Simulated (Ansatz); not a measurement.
# A hypothetical structure for SnH, part 2 of 2

Starting from a made-up structure for SnH, the aim is the relaxed cell, its shortest contacts and, where a second run follows, its electronic structure.

Ansatz 0.2.0; DFT, PBE, plane-wave PAW, files of the set soft_1, scalar-relativistic, no spin, cell and ions relaxed at zero pressure; PAW set soft_1 (the session's first sound run).

So far: The structure; Relaxing cell and atoms. The relaxed cell has a = 3.404, c = 5.906 Å (conventional setting).

### 3. Bands of the relaxed cell

With the geometry fixed, one more self-consistent run, with a narrower smearing and the mesh shown in its input, gives the bands, and its pressure, and its forces where symmetry allows any, show how far the geometry depends on these settings.

This step: DFT, PBE, plane-wave PAW, files of the set soft_1, scalar-relativistic, no spin, bands and density of states at the relaxed cell; PAW set soft_1 (Ansatz 0.2.0).

Input file input.yaml:

```yaml
crystal:
  lattice:
    - [-1.7022319523, 1.7022319523, 2.9530405839]
    - [1.7022319523, -1.7022319523, 2.9530405839]
    - [1.7022319523, 1.7022319523, -2.9530405839]
  atoms:
    - { symbol: Sn, position: [0.0, 0.0, 0.0] }
    - { symbol: H, position: [0.75, 0.25, 0.5] }
kpoints:
  mp_grid: { grid: [12, 12, 12] }
  band_path:
    path:
      - [[0.0, 0.0, 0.0], [0.5, -0.5, 0.0], [0.5, -0.5, 0.16613787], [0.33306894, -0.33306894, 0.33306894], [0.0, 0.0, 0.0], [0.5, 0.5, -0.5], [0.66693106, 0.33306894, -0.33306894], [0.5, 0.0, 0.0], [0.75, -0.25, -0.25], [0.83386213, 0.16613787, -0.5], [0.5, 0.5, -0.5]]
      - [[0.5, -0.5, 0.0], [0.75, -0.25, -0.25]]
    npoints: 7
scf:
  occupations: { method: fermi_dirac, width: 0.03 }
  n_extra_bands: 6
hamiltonian:
  xc: pbe
  pseudopotentials: { kind: paw, azcp: { folder: soft_1 } }
output:
  forces: true
  stress: true
  write_bands: true
  dos: { projected: true }
  write_density: true
  write_potential: true
  elf: true
  volumetric_format: npy
```

Started as:

```console
ansatz run input.yaml --threads 4 --pin off --max-ram 8192MiB --backend cpu --events-out ev --progress --plain --runs-dir out
```

Numbers of over 12 decimals in the logs are rounded to 6 here.

Output:

```text
[...]
Crystal: 2 atoms, lattice volume = 34.227 Å³
Basis set: ecut = 420 eV, 689 PW (Γ), exchange–correlation on 54×54×54 points (8 copies of the dense FFT grid, shifted against one another)
Bands: 14, of which v1, the nominal top of the filled ones, is band 8 counted from 1 (7 counted from 0)
Symmetry: 8 space group operations
[...]
k-points: 163 of 1728 (time reversal used)
[...]
SCF iter   1: F=—  HF=-6039.312071 eV  |F-HF|=—  |Δ(HF+E_count)|=         —  Δρ=3.64e-2  dr2=5.80e-1  ethr=3.10e-3  ⟨swp⟩=6.1  Hψ=14909  notcnv=0
[...]
SCF iter   8: F=-6039.110033 eV  HF=-6039.110033 eV  |F-HF|=1.83e-9  |Δ(HF+E_count)|=   5.22e-8  Δρ=3.62e-6  dr2=6.14e-9  ethr=6.67e-10  ⟨swp⟩=13.9  Hψ=14878  notcnv=0
SCF 1 converged in 8 iterations: F = -6039.110033 eV  dr2 = 6.14e-9
[...]
NSCF: frozen V_eff on 79 k-points
SCF converged after 8 iterations
Free energy (F): -6039.110033 eV
[...]
Internal energy: -6039.106757 eV  (E = F + TS)
E sigma→0 (E₀):  -6039.108395 eV
Entropy (-TS):   -0.003275 eV (-1.638 meV/atom)
Fermi energy:    8.565974 eV
[...]
--- Stress (GPa, compression-positive) ---
       -0.307228       0.000000      -0.000000
        0.000000      -0.307228       0.000000
       -0.000000       0.000000       0.448184
  P = ⅓ Tr σ = -0.0554 GPa (-0.554 kbar)
--- Band table (eV; the first three rows and the last of 163) ---
  k-point 0: bands = [... 4 lower, -12.9272, -2.5059, 10.5094, 13.3354, 14.3232, 14.3232, 17.7364, 18.4824, ... 2 higher]
  k-point 1: bands = [... 4 lower, -12.9318, -2.3304, 10.2233, 12.9814, 13.3927, 13.6762, 17.7679, 18.0431, ... 2 higher]
  k-point 2: bands = [... 4 lower, -12.9444, -1.8057, 9.4675, 11.7883, 12.2373, 12.4623, 17.8353, 18.0225, ... 2 higher]
  k-point 162: bands = [... 4 lower, -12.9154, 1.5412, 1.9929, 11.2498, 11.2498, 11.4613, 14.8201, 23.2570, ... 2 higher]
```

Elapsed: 1.5 s, on 4 threads of Intel Xeon 6975P-C (Granite Rapids), shared host; peak memory 0.46 GiB; 5.3 s of CPU time.

Reading the cycles: dr2 is the Hartree energy of the density residual (eV), the measure of convergence; HF is the Harris–Foulkes estimate of the energy, which meets the free energy F at convergence.

Numbers from this step:

| Property | Result |
| --- | --- |
| free energy | -6039.1100 eV |
| energy at zero smearing | -6039.1084 eV |
| smearing term TS | 0.003275 eV |
| Fermi energy | 8.566 eV |
| pressure | -0.05542 GPa |

bands.tsv at the labelled points (eV, zero at the Fermi level; the bands that come nearest the Fermi level along the path):

| point | band 5 | band 6 | band 7 | band 8 | band 9 | band 10 | band 11 | band 12 |
| --- | --- | --- | --- | --- | --- | --- | --- | --- |
| Γ | -21.49 | -11.07 | 1.94 | 4.77 | 5.76 | 5.76 | 9.17 | 9.92 |
| X | -21.43 | -5.43 | -4.80 | 0.05 | 1.25 | 1.34 | 3.89 | 12.12 |
| Y | -21.49 | -5.33 | -5.31 | -1.33 | -0.65 | 5.52 | 7.17 | 12.48 |
| S | -21.50 | -6.75 | -5.28 | -2.45 | 4.07 | 5.21 | 10.16 | 13.51 |
| Γ | -21.49 | -11.07 | 1.94 | 4.77 | 5.76 | 5.76 | 9.17 | 9.92 |
| Z | -21.48 | -7.02 | -6.57 | 2.68 | 2.68 | 2.90 | 6.25 | 14.69 |
| S1 | -21.50 | -6.75 | -5.28 | -2.45 | 4.07 | 5.21 | 10.16 | 13.51 |
| N | -21.48 | -7.81 | -5.14 | 1.50 | 3.25 | 5.53 | 8.03 | 10.07 |
| P | -21.43 | -5.19 | -4.72 | -1.63 | 0.27 | 4.35 | 6.96 | 8.15 |
| Y1 | -21.49 | -5.33 | -5.31 | -1.33 | -0.65 | 5.52 | 7.17 | 12.48 |
| Z | -21.48 | -7.02 | -6.57 | 2.68 | 2.68 | 2.90 | 6.25 | 14.69 |
| X | -21.43 | -5.43 | -4.80 | 0.05 | 1.25 | 1.34 | 3.89 | 12.12 |
| P | -21.43 | -5.19 | -4.72 | -1.63 | 0.27 | 4.35 | 6.96 | 8.15 |

States per cell as run, both spins, in windows of 1 eV, from dos.tsv (zero at the Fermi level):

```csv
from,to,total
-8,-7,0.62
-7,-6,0.37
-6,-5,0.22
-5,-4,0.75
-4,-3,0.44
-3,-2,0.31
-2,-1,0.63
-1,0,0.69
0,1,0.73
1,2,0.79
2,3,0.73
3,4,0.96
4,5,0.82
5,6,0.89
```

Below -8 eV lie 10.9 more states.

Valence density in the ac plane of the conventional cell at fractional y = 0.000, with atoms of Sn and H within 0.2 Å of it. It is the smooth field of the valence electrons, not physical close to the nuclei.

Ten steps, logarithmic in the rise over the least value, from '_' (0 e/Å³) to '@' (12 e/Å³), each cell a mean:
```
@@@@##++--::......::--**%%@@
%%%%**==::::......::--++##%%
**++==--::::::::::::::--++**
==--::::::::::::::::::::----
::::....::--====--::::....::
........::--==++==::::......
______..::--======::....____
______....::------::..______
________....::::::....______
________............________
__________..........________
__________..........________
__________........__________
____________......__________
____________________________
____________________________
____________________________
____________________________
........______________......
--::::....________......::::
++++--::....____....::--==++
####++--::..........::==**##
@@%%##++--........::--**%%@@
@@@@%%++--::......::==**%%@@
```
Columns run along a (3.4 Å), rows up along c (5.9 Å), edges of the conventional cell, whose origin can differ from the input's. Atoms in or near the plane, at fractional coordinates: Sn at (0.00, 0.00), H at (0.50, 0.75).

Electrostatic potential energy in the ac plane of the conventional cell at fractional y = 0.000, with atoms of Sn and H within 0.2 Å of it. With pseudopotentials it is smooth inside the atoms' cores, unlike the true potential.

Ten even steps from '_' (-23 eV) to '@' (12 eV), each cell a mean:
```
@@%%::__++%%@@@@%%##--__++@@
**==__::**%%@@@@%%##==__..++
____..++##%%@@@@%%%%##==..__
::--++##%%%%%%##%%%%%%**==--
####%%%%%%##--..==%%%%%%%%##
%%%%@@@@%%++____::##@@@@@@%%
@@@@@@@@@@##::..--%%@@@@@@@@
@@@@@@@@@@%%**++##@@@@@@@@@@
@@@@@@@@@@@@@@@@@@@@@@@@@@@@
@@@@@@@@@@@@@@@@@@@@@@@@@@@@
@@@@@@@@@@@@@@@@@@@@@@@@@@@@
@@@@@@@@@@@@@@@@@@@@@@@@@@@@
@@@@@@@@@@@@@@@@@@@@@@@@@@@@
@@@@@@@@@@@@@@@@@@@@@@@@@@@@
@@@@@@@@@@@@@@@@@@@@@@@@@@@@
@@@@@@@@@@@@@@@@@@@@@@@@@@@@
@@@@@@@@@@@@@@@@@@@@@@@@@@@@
@@@@@@@@@@@@@@@@@@@@@@@@@@@@
##%%%%@@@@@@@@@@@@@@@@%%%%%%
++++##%%%%@@@@@@@@@@%%##**++
____::++%%@@@@@@@@%%##==..__
--..__--**%%@@@@@@%%++..__::
@@%%::__++%%@@@@%%##--__==@@
@@@@--__==##%%@@%%##::__**@@
```
Columns run along a (3.4 Å; values clipped at the 3rd and 97th percentile), rows up along c (5.9 Å), edges of the conventional cell, whose origin can differ from the input's. Atoms in or near the plane, at fractional coordinates: Sn at (0.00, 0.00), H at (0.50, 0.75).

ELF in the ac plane of the conventional cell at fractional y = 0.000, with atoms of Sn and H within 0.2 Å of it. It is the smooth field of the valence electrons, not physical close to the nuclei.

Ten even steps from '0' (0.01 × 1e-1) to '9' (9.96 × 1e-1), each cell a mean:
```
00123333333200
00123333333210
22233455533322
33334678753333
33335899974323
22236999985322
11136999985211
00125789874210
00113566642100
00012344332100
00012223221100
00012222221100
00112233221100
00012233321100
00011223221100
00011222221100
11111222211111
22211222221122
23322222222222
33333322233333
22333333333322
11233333333321
00123333333200
00023333333200
```
Columns run along a (3.4 Å), rows up along c (5.9 Å), edges of the conventional cell, whose origin can differ from the input's. Atoms in or near the plane, at fractional coordinates: Sn at (0.00, 0.00), H at (0.50, 0.75).

### 4. Outcome

```yaml
space_group_relaxed: I-4m2
conventional_cell: a = 3.404, b = 3.404, c = 5.906 Å; α = 90.0°, β = 90.0°, γ = 90.0°
volume_per_atom: 17.11 Å³ (guess 15.02)
```

In words: SnH relaxes to I-4m2 with a = 3.404, b = 3.404 and c = 5.906 Å. The guessed volume was 12 % too small. The space group I-4m2 was held in the relaxation, so the end point is a stationary structure within it and may be a saddle against distortions or other arrangements. Bands cross the Fermi level, so it is a metal or semimetal at this level. The electron count is odd, which forces that without spin polarisation or a larger cell. On the 12×12×12 mesh with the narrower smearing (relaxed on 11×11×11) the forces vanish, as symmetry may demand, and the largest stress component is 0.448 GPa, against the relaxation's thresholds of 0.015 eV/Å and 0.05 GPa. The cutoff wasn't tested. No dispersion term is used, so weakly bound directions may come out too long. Nothing here tests whether the compound is stable against decomposition.

[Logs are printed without paths, hosts, clocks, repeated set-up lines and the standing remarks that a program may print on its own settings, such as how far it seeks lower states.]

[Hosts, paths, dates, database ids (printed as entryN), source tags and the programs' standing remarks are cut or masked in the printed files.]
